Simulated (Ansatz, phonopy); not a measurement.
# Al (Aluminum, Fm-3m): thermal expansion from first principles

Aim: the lattice, expansion, heat capacity and bulk modulus of Aluminum as it warms.

Experimental results on record:
- volume expansion coefficient 69 1e-6/K and heat capacity C_P per formula unit 24.2 J/mol/K near room temperature (given in “High-Throughput Prediction of Finite-Temperature Properties using the Quasi-Harmonic Approximation”, 2016, arXiv:1603.06924)

Calculated with Ansatz 0.2.0; DFT r2SCAN, scalar-relativistic, plane waves, PAW.

This is a report of a sequence of runs, with most program output left out.

## Step 1: Set-up

Symmetry: Fm-3m, No. 225, cubic system. The conventional cell has a = 4.050 Å, b = 4.050 Å, c = 4.050 Å, α = 90.00°, β = 90.00°, γ = 90.00°. Nearest to Al lie 12 Al at 2.86 Å.

Coordinates:

```cif
data_structure
_symmetry_space_group_name_H-M 'Fm-3m'
_symmetry_Int_Tables_number 225
_cell_length_a 4.0496
_cell_length_b 4.0496
_cell_length_c 4.0496
_cell_angle_alpha 90.000
_cell_angle_beta 90.000
_cell_angle_gamma 90.000
_cell_volume 66.41
loop_
_atom_site_label
_atom_site_type_symbol
_atom_site_symmetry_multiplicity
_atom_site_Wyckoff_symbol
_atom_site_fract_x
_atom_site_fract_y
_atom_site_fract_z
_atom_site_occupancy
Al1 Al 4 a 0.00000 0.00000 0.00000 1
```

## Step 2: Probe on a coarse mesh

A cheap single point shows whether the cell is a metal or an insulator and how far it is from rest; that sets the k-mesh and the occupations of what follows.

Contents of input.yaml:

```yaml
crystal:
  lattice:
    - [0.0, 2.024805, 2.024805]
    - [2.024805, 0.0, 2.024805]
    - [2.024805, 2.024805, 0.0]
  atoms:
    - { symbol: Al, position: [0.0, 0.0, 0.0] }
kpoints:
  mp_grid: { grid: [8, 8, 8] }
hamiltonian:
  xc: r2scan
scf:
  occupations: { method: gaussian, width: 0.1 }
output:
  forces: true
  stress: true
  eigenvalues: true
```

The run is started by

```console
$ ansatz run input.yaml --threads 4 --pin off --max-ram 16384MiB --backend cpu --events-out ev --progress --plain --runs-dir out
```

Run time: 1.5 s. Hardware: 4 threads of Intel Xeon Platinum 8559C (Emerald Rapids), shared host; peak memory 0.36 GiB; 1.9 s of CPU time.

Numbers from this step:

```yaml
pressure: -3.258 GPa
volume_per_atom: 16.60 Å³
gap_on_the_k_mesh: 0 eV
```

The start is under -3.3 GPa at this level and looks like a metal on this mesh.

## Step 3: Finding the static equilibrium

Phonons are second derivatives about a minimum, so cell and atoms are relaxed first, inside the symmetry of the start.

input.yaml, the sections that differ from step 2:

```yaml
kpoints:
  mp_grid: { grid: [18, 18, 18] }
output:
  forces: true
  stress: true
  eigenvalues: true
  write_density: true
  write_potential: true
  elf: true
  volumetric_format: npy
relax:
  adjacent_minimum: "off"
  f_tol: 0.005
  max_steps: 80
  cell: { stress_tol: 0.05 }
# crystal, hamiltonian, scf: as in step 2
```

It took 3.9 s on 4 threads; peak memory 0.43 GiB; 10 s of CPU time.

Relaxation path:

| step | energy less that of the first step (eV) | largest force component (eV/Å) | pressure (GPa) | volume (Å³) |
| --- | --- | --- | --- | --- |
| 1 | 0.0000 | 0.0000 | -3.58 | 16.60 |
| 2 | -0.0076 | 0.0000 | 0.99 | 15.74 |
| 3 | -0.0081 | 0.0000 | -0.08 | 15.92 |
| 4 | -0.0081 | 0.0000 | 0.00 | 15.90 |
| 5* | -0.0081 | 0.0000 | 0.00 | 15.90 |

Relaxation steps marked * repeat the geometry before them on a plane-wave basis chosen anew for their cell, so energy and pressure can jump there.

| conventional cell, symmetrised | before | after | change |
| --- | --- | --- | --- |
| a (Å) | 4.050 | 3.992 | -1.4 % |
| b (Å) | 4.050 | 3.992 | -1.4 % |
| c (Å) | 4.050 | 3.992 | -1.4 % |
| volume (Å³/atom) | 16.60 | 15.90 | -4.2 % |

Final coordinates:

```
Al
1.0
     0.00000    1.99600    1.99600
     1.99600    0.00000    1.99600
     1.99600    1.99600    0.00000
Al
1
Direct
  0.00000 0.00000 0.00000
```

Numbers from this step:

```
pressure        : 1.85e-6 GPa
volume per atom : 15.90 Å³
```

ELF in the ac plane of the conventional cell at fractional y = 0.000, with atoms of Al within 0.2 Å of it. It is the smooth field of the valence electrons, not physical close to the nuclei.

Ten even steps from '0' (0.05) to '9' (0.62), each cell a mean:
```
00277543467510
02688655678841
46999877789985
78999876799987
66799621379876
45686200037764
34674000016753
34675100027754
56788410268865
77899854699987
67999877899987
13798766679962
00377644568620
00167533467400
```
Columns run along a (4.0 Å), rows up along c (4.0 Å), edges of the conventional cell, whose origin can differ from the input's. Atoms in or near the plane, at fractional coordinates: Al at (0.00, 0.00), Al at (0.50, 0.50).

Electrostatic potential energy in the ac plane of the conventional cell at fractional y = 0.000, with atoms of Al within 0.2 Å of it. With pseudopotentials it is smooth inside the atoms' cores, unlike the true potential.

Ten even steps from '0' (-9 eV) to '9' (10 eV), each cell a mean:
```
52037999986104
10158999987300
02478877888631
66787533467876
88874100026888
99862023104899
99860156303799
99861045203799
99873001015899
78886310247887
34678766678753
00268888887410
31048999986202
63037999986015
```
Columns run along a (4.0 Å; values clipped at the 3rd and 97th percentile), rows up along c (4.0 Å), edges of the conventional cell, whose origin can differ from the input's. Atoms in or near the plane, at fractional coordinates: Al at (0.00, 0.00), Al at (0.50, 0.50).

Valence density in the ac plane of the conventional cell at fractional y = 0.000, with atoms of Al within 0.2 Å of it. It is the smooth field of the valence electrons, not physical close to the nuclei.

Ten even steps from '_' (0.06 e/Å³) to '@' (0.22 e/Å³), each cell a mean:
```
__..++%%##**====++**%%##--__
::==%%@@%%****++**##@@@@**--
##%%@@@@@@%%######%%@@@@@@##
%%%%@@@@@@@@%%%%@@@@@@@@@@%%
****##@@@@%%++==**@@@@%%##**
++++**%%%%==..__::**@@##**++
==++**%%##::______==%%##++==
==++**%%##--____..++%%##**==
++**##@@@@**--::==%%@@%%****
####%%@@@@@@####%%@@@@@@%%##
%%@@@@@@@@@@%%%%%%@@@@@@@@%%
==**@@@@%%##******##@@@@%%++
__::**@@##**++++++**%%%%==..
____==%%##++====++**%%##::__
```
Columns run along a (4.0 Å), rows up along c (4.0 Å), edges of the conventional cell, whose origin can differ from the input's. Atoms in or near the plane, at fractional coordinates: Al at (0.00, 0.00), Al at (0.50, 0.50).

The relaxation ends with a pressure of 0.00 GPa.

## Step 4: Relaxing to small residual forces and stress

The thresholds are tightened for a last relaxation ahead of the phonons, and where mesh or smearing change with them the cell follows.

Contents of input.yaml:

```yaml
crystal:
  lattice:
    - [0.0, 1.9960030756, 1.9960030756]
    - [1.9960030756, 0.0, 1.9960030756]
    - [1.9960030756, 1.9960030756, 0.0]
  atoms:
    - { symbol: Al, position: [0.0, 0.0, 0.0] }
kpoints:
  mp_grid: { grid: [20, 20, 20] }
hamiltonian:
  xc: r2scan
scf:
  occupations: { method: methfessel_paxton, width: 0.2 }
output:
  forces: true
  stress: true
  eigenvalues: true
relax:
  adjacent_minimum: "off"
  f_tol: 0.001
  max_steps: 60
  cell: { stress_tol: 0.01 }
```

Run time: 2 s. Hardware: 4 threads; peak memory 0.44 GiB.

Little changed from the start: no atom moved by 0.005 Å and no cell edge by 0.1 %.

Numbers from this step:

| Item | Value |
| --- | --- |
| pressure | 0.003439 GPa |

The residual pressure is 0.0034 GPa, small enough for phonons.

## Step 5: Phonons on strained cells

The study relaxes the crystal at several strains, solves the phonons on some of them and minimises the free energy at each temperature (static energy, vibrations, the electrons in a metal, and PV under a set pressure); the q-mesh sets how far the force constants reach.

input.yaml, the sections that differ from step 4:

```yaml
crystal:
  lattice:
    - [0.0, 1.995826984, 1.995826984]
    - [1.995826984, 0.0, 1.995826984]
    - [1.995826984, 1.995826984, 0.0]
  atoms:
    - { symbol: Al, position: [0.0, 0.0, 0.0] }
output:
  eigenvalues: true
phonons:
  method: dfpt
  qmesh: [4, 4, 4]
  temperatures: { t_max: 850.0, t_step: 50 }
  thermal_expansion: {}
# kpoints, hamiltonian, scf: as in step 4
# relax: removed
```

It took 15 min on 4 threads; peak memory 2.6 GiB; 59 min of CPU time.

Numbers from this step:

| Quantity | Value |
| --- | --- |
| pressure | 0.003486 GPa |
| volume expansion coefficient at 298 K | 55.25 1e-6/K |
| C_P at 298 K | 23.55 J/mol-atom/K |
| entropy at 298 K | 25.77 J/mol-atom/K |
| isothermal bulk modulus at 298 K | 84.33 GPa |
| Grüneisen parameter at 298 K | 1.994 |
| volume at 298 K | 16.20 Å³/atom |
| principal linear expansion coefficients at 298 K | 18.42, 18.42, 18.42 1e-6/K |

Strained cells of the study; zero-point energy where phonons were solved; the pressures are stresses at a fixed cutoff and can carry an offset from the finite basis. Expansion cells, by row:

| cell | \|a\| (Å) | \|b\| (Å) | \|c\| (Å) | V (Å³/atom) | E - E_lowest (meV/atom) | pressure, compression positive (GPa) | gap (eV) | zero-point energy (meV/atom) |
| --- | --- | --- | --- | --- | --- | --- | --- | --- |
| 1 | 2.823 | 2.823 | 2.823 | 15.9 | 0 | -0.002 | - | - |
| 2 | 2.845 | 2.845 | 2.845 | 16.28 | 2.58 | -2.109 | - | - |
| 3 | 2.8 | 2.8 | 2.8 | 15.52 | 2.709 | 2.355 | - | - |
| 4 | 2.823 | 2.823 | 2.823 | 15.9 | 0 | -0.029 | - | 43.01 |
| 5 | 2.837 | 2.837 | 2.837 | 16.14 | 1.057 | -1.375 | - | 41.76 |
| 6 | 2.856 | 2.856 | 2.856 | 16.48 | 5.745 | -3.073 | - | 40.05 |
| 7 | 2.873 | 2.873 | 2.873 | 16.78 | 12.65 | -4.4 | - | 38.58 |
| 8 | 2.891 | 2.891 | 2.891 | 17.08 | 22.06 | -5.606 | - | 37.13 |
| 9 | 2.795 | 2.795 | 2.795 | 15.44 | 4.181 | 2.957 | - | - |
| 10 | 2.809 | 2.809 | 2.809 | 15.67 | 1.014 | 1.415 | - | - |
| 11 | 2.914 | 2.914 | 2.914 | 17.49 | 38.41 | -7.051 | - | - |

Quasi-harmonic; a, b, c are the run's own cell vectors. Expansion, by row:

| T (K) | a (Å) | b (Å) | c (Å) | alpha (deg) | beta (deg) | gamma (deg) | cell volume (Å³/cell) | alpha_a (1e-6/K) | alpha_b (1e-6/K) | alpha_c (1e-6/K) | alpha_V (1e-6/K) | C_P (J/mol-atom/K) | C_V (J/mol-atom/K) | S (J/mol-atom/K) | B_T (GPa) | B_S (GPa) | Grueneisen | extrapolation | fit error (1e-6/K) |
| --- | --- | --- | --- | --- | --- | --- | --- | --- | --- | --- | --- | --- | --- | --- | --- | --- | --- | --- | --- |
| 0 | 2.831 | 2.831 | 2.831 | 60 | 60 | 60 | 16.05 | 0 | 0 | 0 | 0 | 0 | 0 | 0 | 90.23 | 90.23 | - | 0 | 0 |
| 50 | 2.831 | 2.831 | 2.831 | 60 | 60 | 60 | 16.05 | 2.07 | 2.07 | 2.07 | 6.2 | 2.817 | 2.815 | 0.882 | 90.15 | 90.2 | 1.919 | 0 | 0 |
| 100 | 2.832 | 2.832 | 2.832 | 60 | 60 | 60 | 16.06 | 8.69 | 8.69 | 8.69 | 26.07 | 11.56 | 11.5 | 5.558 | 89.48 | 89.93 | 1.961 | 0 | 0 |
| 150 | 2.834 | 2.834 | 2.834 | 60 | 60 | 60 | 16.09 | 13.16 | 13.16 | 13.16 | 39.48 | 17.34 | 17.14 | 11.46 | 88.36 | 89.39 | 1.971 | 0 | 0.01 |
| 200 | 2.836 | 2.836 | 2.836 | 60 | 60 | 60 | 16.12 | 15.72 | 15.72 | 15.72 | 47.15 | 20.52 | 20.14 | 16.92 | 87.06 | 88.69 | 1.979 | 0 | 0.01 |
| 250 | 2.838 | 2.838 | 2.838 | 60 | 60 | 60 | 16.16 | 17.32 | 17.32 | 17.32 | 51.96 | 22.38 | 21.82 | 21.72 | 85.69 | 87.9 | 1.986 | 0 | 0.01 |
| 298.1 | 2.84 | 2.84 | 2.84 | 60 | 60 | 60 | 16.2 | 18.42 | 18.42 | 18.42 | 55.25 | 23.55 | 22.8 | 25.77 | 84.33 | 87.1 | 1.994 | 0 | 0.01 |
| 300 | 2.841 | 2.841 | 2.841 | 60 | 60 | 60 | 16.21 | 18.45 | 18.45 | 18.45 | 55.36 | 23.59 | 22.83 | 25.91 | 84.27 | 87.07 | 1.995 | 0 | 0.01 |
| 350 | 2.843 | 2.843 | 2.843 | 60 | 60 | 60 | 16.25 | 19.35 | 19.35 | 19.35 | 58.04 | 24.44 | 23.49 | 29.62 | 82.82 | 86.19 | 2.003 | 0 | 0.01 |
| 400 | 2.846 | 2.846 | 2.846 | 60 | 60 | 60 | 16.3 | 20.11 | 20.11 | 20.11 | 60.33 | 25.1 | 23.94 | 32.92 | 81.35 | 85.3 | 2.012 | 0 | 0.01 |
| 450 | 2.849 | 2.849 | 2.849 | 60 | 60 | 60 | 16.35 | 20.8 | 20.8 | 20.8 | 62.41 | 25.65 | 24.27 | 35.91 | 79.85 | 84.38 | 2.022 | 0 | 0.02 |
| 500 | 2.852 | 2.852 | 2.852 | 60 | 60 | 60 | 16.4 | 21.46 | 21.46 | 21.46 | 64.38 | 26.12 | 24.52 | 38.64 | 78.32 | 83.44 | 2.031 | 0 | 0.02 |
| 550 | 2.855 | 2.855 | 2.855 | 60 | 60 | 60 | 16.46 | 22.11 | 22.11 | 22.11 | 66.32 | 26.56 | 24.72 | 41.15 | 76.78 | 82.49 | 2.041 | 0 | 0.02 |
| 600 | 2.858 | 2.858 | 2.858 | 60 | 60 | 60 | 16.51 | 22.75 | 22.75 | 22.75 | 68.26 | 26.97 | 24.88 | 43.48 | 75.21 | 81.53 | 2.052 | 0 | 0.03 |
| 650 | 2.862 | 2.862 | 2.862 | 60 | 60 | 60 | 16.57 | 23.41 | 23.41 | 23.41 | 70.24 | 27.37 | 25.02 | 45.66 | 73.62 | 80.55 | 2.062 | 0 | 0.03 |
| 700 | 2.865 | 2.865 | 2.865 | 60 | 60 | 60 | 16.63 | 24.09 | 24.09 | 24.09 | 72.28 | 27.77 | 25.14 | 47.7 | 72 | 79.56 | 2.073 | 0 | 0.03 |
| 750 | 2.868 | 2.868 | 2.868 | 60 | 60 | 60 | 16.69 | 24.8 | 24.8 | 24.8 | 74.41 | 28.18 | 25.24 | 49.63 | 70.36 | 78.55 | 2.085 | 0 | 0.02 |
| 800 | 2.872 | 2.872 | 2.872 | 60 | 60 | 60 | 16.75 | 25.55 | 25.55 | 25.55 | 76.64 | 28.59 | 25.33 | 51.46 | 68.7 | 77.53 | 2.096 | 0 | 0.02 |
| 850 | 2.876 | 2.876 | 2.876 | 60 | 60 | 60 | 16.82 | 26.33 | 26.33 | 26.33 | 78.99 | 29.02 | 25.42 | 53.21 | 67.01 | 76.49 | 2.109 | 0 | 0.04 |

Table of expansion coefficient by temperature; values in 1e-6/K:

| temperature (K) | volume | principal 1 |
| --- | --- | --- |
| 0 | 0 | 0 |
| 50 | 6.2 | 2.07 |
| 100 | 26.1 | 8.69 |
| 150 | 39.5 | 13.2 |
| 200 | 47.1 | 15.7 |
| 250 | 52.0 | 17.3 |
| 298 | 55.2 | 18.4 |
| 300 | 55.4 | 18.4 |
| 350 | 58.0 | 19.4 |
| 400 | 60.3 | 20.1 |
| 450 | 62.4 | 20.8 |
| 500 | 64.4 | 21.5 |
| 550 | 66.3 | 22.1 |
| 600 | 68.3 | 22.8 |
| 650 | 70.2 | 23.4 |
| 700 | 72.3 | 24.1 |
| 750 | 74.4 | 24.8 |
| 800 | 76.6 | 25.6 |
| 850 | 79.0 | 26.3 |

At 298 K the volume expansion is 55.3 × 10⁻⁶/K and B_T is 84.3 GPa. The program raised the cutoff to 580 eV by itself: with no cutoff typed, the study takes about 1.16 times the default for its relaxations and scales it with the volume for the phonons.

## Step 6: Quasi-harmonic fit by phonopy

This step: DFT r2SCAN, scalar-relativistic, plane waves, PAW (phonopy 4.10.0).

This step gave:

| Item | Value |
| --- | --- |
| volume expansion coefficient at 300 K | 55.23 1e-6/K |
| isothermal bulk modulus at 300 K | 84.29 GPa |
| C_P at 300 K | 23.64 J/mol-atom/K |
| Grüneisen parameter at 300 K | 2.013 |

The energy (each curve on its own zero) by volume; values in meV/atom:

| volume (Å³/atom) | static | F at 0 K | F at 300 K | F at 850 K |
| --- | --- | --- | --- | --- |
| 15.905 | 0 | 2.91 | 6.08 | 16.0 |
| 16.145 | 1.06 | 2.72 | 4.61 | 10.4 |
| 16.480 | 5.74 | 5.69 | 5.73 | 5.75 |
| 16.776 | 12.7 | 11.1 | 9.46 | 4.29 |
| 17.077 | 22.1 | 19.1 | 15.6 | 5.07 |

Phonopy-qha, vinet fit of F(V) at each temperature. Qha vinet, by row:

| T (K) | fitted volume (Å³/atom) | alpha_V (1e-6/K) | B_T (GPa) | C_P (J/mol-atom/K) | Grueneisen |
| --- | --- | --- | --- | --- | --- |
| 100 | 16.06 | 24.85 | 89.57 | 11.07 | 1.886 |
| 150 | 16.09 | 38.52 | 88.44 | 17.2 | 1.94 |
| 200 | 16.12 | 46.66 | 87.12 | 20.52 | 1.977 |
| 250 | 16.16 | 51.71 | 85.73 | 22.43 | 1.998 |
| 300 | 16.21 | 55.23 | 84.29 | 23.64 | 2.013 |
| 350 | 16.25 | 57.97 | 82.82 | 24.49 | 2.027 |
| 400 | 16.3 | 60.29 | 81.32 | 25.15 | 2.04 |
| 450 | 16.35 | 62.4 | 79.8 | 25.69 | 2.053 |
| 500 | 16.4 | 64.4 | 78.26 | 26.16 | 2.067 |
| 550 | 16.46 | 66.36 | 76.7 | 26.59 | 2.081 |
| 600 | 16.51 | 68.32 | 75.12 | 27 | 2.095 |
| 650 | 16.57 | 70.32 | 73.52 | 27.4 | 2.11 |
| 700 | 16.63 | 72.38 | 71.9 | 27.8 | 2.125 |
| 750 | 16.69 | 74.52 | 70.26 | 28.2 | 2.141 |
| 800 | 16.75 | 76.76 | 68.6 | 28.61 | 2.157 |

Volume expansion coefficient against temperature; values in 1e-6/K:

| temperature (K) | phonopy-qha, Vinet | Ansatz's own study |
| --- | --- | --- |
| 100 | 24.9 | 26.1 |
| 150 | 38.5 | 39.5 |
| 200 | 46.7 | 47.1 |
| 250 | 51.7 | 52.0 |
| 300 | 55.2 | 55.4 |
| 350 | 58.0 | 58.0 |
| 400 | 60.3 | 60.3 |
| 450 | 62.4 | 62.4 |
| 500 | 64.4 | 64.4 |
| 550 | 66.4 | 66.3 |
| 600 | 68.3 | 68.3 |
| 650 | 70.3 | 70.2 |
| 700 | 72.4 | 72.3 |
| 750 | 74.5 | 74.4 |
| 800 | 76.8 | 76.6 |

The fit gives a volume expansion of 55.2 × 10⁻⁶/K at 300 K, against 55.3 at 298 K from the study itself, whose static fit uses more cells.

## Step 7: What came out

```json
{"settings of these figures": "r2SCAN, 580 eV, k 20×20×20, q 4×4×4", "volume expansion coefficient at 298 K": "55.25 1e-6/K", "C_P at 298 K": "23.55 J/mol-atom/K", "entropy at 298 K": "25.77 J/mol-atom/K", "isothermal bulk modulus at 298 K": "84.33 GPa", "Grüneisen parameter at 298 K": "1.994", "volume at 298 K": "16.20 Å³/atom", "principal linear expansion coefficients at 298 K": "18.42, 18.42, 18.42 1e-6/K"}
```

Near room temperature Aluminum expands by 55.3 × 10⁻⁶/K in volume by r2SCAN, with C_P = 23.5 J/(mol K) per mole of atoms and B_T = 84.3 GPa. C_P at room temperature is 94 % of the classical 3R an atom; C_V is 91 %, and the rest is expansion work. In this metal the study includes the electrons' free energy, which adds a term that grows with temperature, so the heat capacities need not level off at 3R. The log notes that a few bands missed the eigensolver's threshold in the phonon runs. A measured volume expansion coefficient near room temperature is 69 1e-6/K (arXiv:1603.06924); the calculated 55.3 1e-6/K differs by -20 %. A measured heat capacity per formula unit near room temperature is 24.2 J/mol/K (arXiv:1603.06924); the calculated 23.5 J/mol/K differs by -3 %. The PAW files were made for PBE and are used here under another functional, for which the program regenerates the frozen cores.

[Logs are printed without paths, hosts, clocks, repeated set-up lines and the standing remarks that a program may print on its own settings, such as how far it seeks lower states.]

[Hosts, paths, dates, database ids (printed as entryN), source tags and the programs' standing remarks are cut or masked in the printed files.]

[A step with changed settings may run another functional than the one named; its input shows which.]
